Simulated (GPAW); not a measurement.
Computed results, one entry a study.

```
! title: Quasiparticle gap of BiSb (puckered monolayer) in GPAW
! method: DFT, LDA, plane waves, PAW (and 1 further level or step)
! program: GPAW 26.7.0
! settings: cutoff 450 eV, GPAW PAW setups 1.2.1 data release, 4×4×1 k-mesh, nbands 309
! cost: 3 runs, 4 min in all on 8 MPI ranks of Arm Neoverse V2, shared host
! notes: The structure was relaxed with LDA. Limits: no spin-orbit coupling.
! LDA gap: 0.22 eV, indirect
! G0W0 gap on the mesh: 0.64 eV
! G0W0 gap over the zone (rigid shift): 0.56 eV
! GW settings: 4×4×1 mesh, 139 bands, screening to 36 eV, full frequency, Hilbert transform
! known limits: short of the basis limit; model gap, bands may invert with spin-orbit coupling; no spin-orbit coupling
CELL_PARAMETERS angstrom
4.70982 0.00000 0.00000
0.00000 4.39724 0.00000
0.00000 0.00000 13.70000
ATOMIC_POSITIONS crystal
Sb 0.03606 0.00000 0.60078
Bi 0.45803 0.50000 0.60740
Bi 0.54197 0.50000 0.39260
Sb 0.96394 0.00000 0.39922
```

[Long decimals in the printed logs are rounded to 6 places.]

[Logs are printed without paths, hosts, clocks, repeated set-up lines and the standing remarks that a program may print on its own settings, such as how far it seeks lower states.]

[Paths, hosts, dates, memory and timing lines, banners, echoed tables and standing remarks are left out of the program output; an Ansatz launch command may be rebuilt from the run's recorded settings. Measured values are a selection of at most five: reports struck by readers or far from the other reports are left out. None is set beside runs whose start may be inverted or whose files or cutoffs have a known fault.]

[Runs of the session that timed out or met a known fault of the program may be left out.]

[Hosts, paths, dates, database ids (printed as entryN), source tags and the programs' standing remarks are cut or masked in the printed files.]

[Where the starting crystal was built by hand or by swapping elements, it need not be the compound's stable phase.]
